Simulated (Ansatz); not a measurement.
# Changed inputs in constrained RPA: Sr2CrO4 (I4/mmm), part 2 of 2

What does U in Sr2CrO4 (I4/mmm) depend on besides the window?

Ansatz 0.2.0; constrained RPA on LDA, plane waves, PAW.

So far. Step 5 (Changed: accuracy low): On the Cr t2g shell, screening brings the on-site interaction from 16.0 eV down to U = 2.90 eV. Step 6 (Changed: volume +3 %): On the Cr t2g shell, screening brings the on-site interaction from 16.0 eV down to U = 2.88 eV.

**7. Changed: volume -6 %**

The cell differs from the one that the last finished run ended in (a 6.924 → 6.716 Å, b 6.924 → 6.716 Å, c 6.924 → 6.716 Å).

Contents of input.yaml:

```yaml
crystal:
  lattice:
    - [1.8476482785, -1.8476482785, 6.1872495742]
    - [-1.8476482785, 1.8476482785, 6.1872495742]
    - [-1.8476482785, -1.8476482785, -6.1872495742]
  atoms:
    - { symbol: Sr, position: [0.64628022, 0.64628022, 0.0] }
    - { symbol: Sr, position: [0.35371978, 0.35371978, 0.0] }
    - { symbol: Cr, position: [0.0, 0.0, 0.0] }
    - { symbol: O, position: [0.84368432, 0.84368432, 0.0] }
    - { symbol: O, position: [0.15631568, 0.15631568, 0.0] }
    - { symbol: O, position: [0.5, 0.0, 0.5] }
    - { symbol: O, position: [0.0, 0.5, 0.5] }
kpoints:
  mp_grid: { grid: [12, 12, 12] }
hamiltonian:
  xc: lda
scf:
  occupations: { method: gaussian, width: 0.08 }
  n_extra_bands: 19
  max_iter: 150
  lower_state_search: "off"
output:
  crpa:
    kmesh: [6, 6, 6]
    target_bands: [v1, c2]
    projections: [{ species: Cr, l: d, shell: 3, orbitals: [dxz, dyz, dxy] }]
  local_orbitals:
    kmesh: [6, 6, 6]
    orbitals: [{ species: Cr, l: d, shell: 3, orbitals: [dxz, dyz, dxy] }]
    window: { bands: [v1, c2] }
    seedname: lo
```

On the command line:

```bash
$ ansatz run input.yaml --threads 3 --pin off --max-ram 92160MiB --backend cuda --events-out ev --progress --plain --runs-dir out --devices 1 --max-vram 13GiB  # rebuilt from the run's record
```

Numbers of over 12 decimals in the logs are rounded to 6 here.

The log of the run:

```text
[...]
GPUs: using 1 of 1 available (devices: 1).
[...]
GPU FFT provider: cuFFT
GPU libraries: cuBLAS 13.8.2, cuFFT 12.4.0, cuSOLVER 12.3.4
Crystal: 7 atoms, lattice volume = 84.488 Å³
Basis set: ecut = 420 eV, 1657 PW (Γ)
Bands: 48, of which v1, the nominal top of the filled ones, is band 29 counted from 1 (28 counted from 0)
Symmetry: 16 space group operations
[...]
k-points: 163 of 1728
[...]
k-point 162: bands = [... 25 lower, 8.8705, 9.7060, 9.7060, 10.2861, 11.7823, 11.7823, 12.6169, 14.1418, ... 15 higher]
[...]
χ-basis size per q: N_G = 284..313
[...]
Site 2, 3D, 3 of 5 d orbitals (Wannier functions 1, 2, 3; wannier90's mr 2, 3, 5):
      screened: U = 3.0017 eV, U' = 2.1796 eV, J = 0.3813 eV
      screened, to within: U = 7.8e-3 eV, U' = 7.8e-3 eV, J = 8.3e-4 eV
      bare: V = 15.9729 eV, V' = 14.8002 eV, J = 0.5318 eV
[...]
[key lines of the parts left out:]
SCF converged after 9 iterations
Free energy (F): -12441.218784 eV
Fermi energy:    11.815339 eV
```

The job ended after 11 min (1 × NVIDIA H100 80GB HBM3 (shared by 6 runs) with 3 threads of AMD EPYC 7R13 (Zen 3), shared host; peak memory 1.7 GiB).

This step gave:

* U: 3.002 eV
* U prime (inter-orbital): 2.180 eV
* J: 0.3813 eV
* bare V: 15.97 eV
* bare J: 0.5318 eV
* stated bound on U: 0.007762 eV
* U over bare V: 0.1879
* electrons in the window: 2
* head of the constrained inverse dielectric matrix: 0.1844
* least eigenvalue of the projection's overlap: 0.6321
* target functions: 3
* bands in the sums: 62
* r.m.s. miss of the model bands: 0.004304 eV
* width of the target bands: 2.571 eV
* weight of the projected orbitals in the window: 0.6952

On the Cr t2g shell, screening brings the on-site interaction from 16.0 eV down to U = 3.00 eV.

**8. Changed: potentials**

This step: constrained RPA on LDA, plane waves, norm-conserving pseudopotentials.

input.yaml, as its differences from that of step 7:

```diff
@@ -2,5 +2,5 @@
   lattice:
-    - [1.8476482785, -1.8476482785, 6.1872495742]
-    - [-1.8476482785, 1.8476482785, 6.1872495742]
-    - [-1.8476482785, -1.8476482785, -6.1872495742]
+    - [1.88615198, -1.88615198, 6.31618754]
+    - [-1.88615198, 1.88615198, 6.31618754]
+    - [-1.88615198, -1.88615198, -6.31618754]
   atoms:
@@ -17,2 +17,3 @@
   xc: lda
+  pseudopotentials: { kind: nc }
 scf:
@@ -27,6 +28 @@
     projections: [{ species: Cr, l: d, shell: 3, orbitals: [dxz, dyz, dxy] }]
-  local_orbitals:
-    kmesh: [6, 6, 6]
-    orbitals: [{ species: Cr, l: d, shell: 3, orbitals: [dxz, dyz, dxy] }]
-    window: { bands: [v1, c2] }
-    seedname: lo
```

The log of the run:

```text
[...]
GPUs: using 1 of 1 available (devices: 1).
[...]
GPU FFT provider: cuFFT
GPU libraries: cuBLAS 13.8.2, cuFFT 12.4.0, cuSOLVER 12.3.4
Crystal: 7 atoms, lattice volume = 89.881 Å³
Basis set: ecut = 1278.935154 eV, 9301 PW (Γ)
Bands: 48, of which v1, the nominal top of the filled ones, is band 29 counted from 1 (28 counted from 0)
Symmetry: 16 space group operations
[...]
k-points: 163 of 1728
[...]
k-point 162: bands = [... 25 lower, 8.1106, 8.9206, 8.9206, 9.5393, 10.9170, 10.9170, 11.5990, 13.0183, ... 15 higher]
[...]
χ-basis size per q: N_G = 312..337
[...]
Site 2, 3D, 3 of 5 d orbitals (Wannier functions 1, 2, 3; wannier90's mr 2, 3, 5):
      screened: U = 2.9481 eV, U' = 2.1283 eV, J = 0.3795 eV
      screened, to within: U = 7.5e-3 eV, U' = 7.5e-3 eV, J = 9.9e-4 eV
      bare: V = 15.9983 eV, V' = 14.8230 eV, J = 0.5351 eV
[...]
[key lines of the parts left out:]
SCF converged after 12 iterations
Free energy (F): -6091.788470 eV
Fermi energy:    10.946361 eV
```

It took 9.7 min on 1 × NVIDIA H100 80GB HBM3 (shared by 6 runs) with 3 threads; peak memory 3.8 GiB; 12 min of CPU time.

Numbers from this step:

```
U                                                 : 2.948 eV
U prime (inter-orbital)                           : 2.128 eV
J                                                 : 0.3795 eV
bare V                                            : 16.00 eV
bare J                                            : 0.5351 eV
stated bound on U                                 : 0.007445 eV
U over bare V                                     : 0.1843
electrons in the window                           : 2.000
head of the constrained inverse dielectric matrix : 0.1837
least eigenvalue of the projection's overlap      : 0.6348
target functions                                  : 3
bands in the sums                                 : 62
width of the target bands                         : 2.350 eV
weight of the projected orbitals in the window    : 0.7018
```

On the Cr t2g shell, screening brings the on-site interaction from 16.0 eV down to U = 2.95 eV.

**9. Side by side**

Times are wall times on 1 × NVIDIA H100 80GB HBM3 (shared by 6 runs) with 3 threads of AMD EPYC 7R13 (Zen 3), shared host, good to a factor of about two.

| run | bare V (eV) | U (eV) | J (eV) | bound on U (eV) | width (eV) | time |
| --- | --- | --- | --- | --- | --- | --- |
| target window | 16.03 | 2.920 | 0.381 | 0.0080 | 2.33 | 5.1 min |
| 4×4×4 mesh | 16.08 | 2.917 | 0.382 | 0.0081 | 2.33 | 85 s |
| accuracy low | 16.03 | 2.903 | 0.379 | 0.0801 | 2.33 | 3.6 min |
| volume +3 % | 16.04 | 2.875 | 0.380 | 0.0082 | 2.22 | 4.9 min |
| volume -6 % | 15.97 | 3.002 | 0.381 | 0.0078 | 2.57 | 11 min |
| potentials | 16.00 | 2.948 | 0.380 | 0.0074 | 2.35 | 9.7 min |

**10. Summary of results**

| Quantity | Value |
| --- | --- |
| target window | U 2.92 eV, J 0.38 eV |
| 4×4×4 mesh | U 2.92 eV, J 0.38 eV |
| accuracy low | U 2.90 eV, J 0.38 eV |
| volume +3 % | U 2.88 eV, J 0.38 eV |
| volume -6 % | U 3.00 eV, J 0.38 eV |
| potentials | U 2.95 eV, J 0.38 eV |

**Reading.** 4×4×4 mesh moves U by −0.003 eV (within the solver's bounds, for the mean over orbitals) at 0.28 times the time. Accuracy low moves U by −0.02 eV (within the solver's bounds, for the mean over orbitals). Volume +3 % moves U by −0.04 eV. Volume -6 % moves U by +0.08 eV at 2.1 times the time. Potentials moves U by +0.03 eV. The printed bound covers the solver alone, not the mesh, and no denser mesh than the base was run. The parent state is non-magnetic and the interaction static (zero frequency); U depends on the window and the orbitals, so it belongs to this model alone.

[Paths, hosts, dates, memory and timing lines, banners, echoed tables and standing remarks are left out of the program output.]

[Logs are printed without paths, hosts, clocks, repeated set-up lines and the standing remarks that a program may print on its own settings, such as how far it seeks lower states.]

[Runs of the session that timed out or met a known fault of the program may be left out.]

[Hosts, paths, dates, database ids (printed as entryN), source tags and the programs' standing remarks are cut or masked in the printed files.]
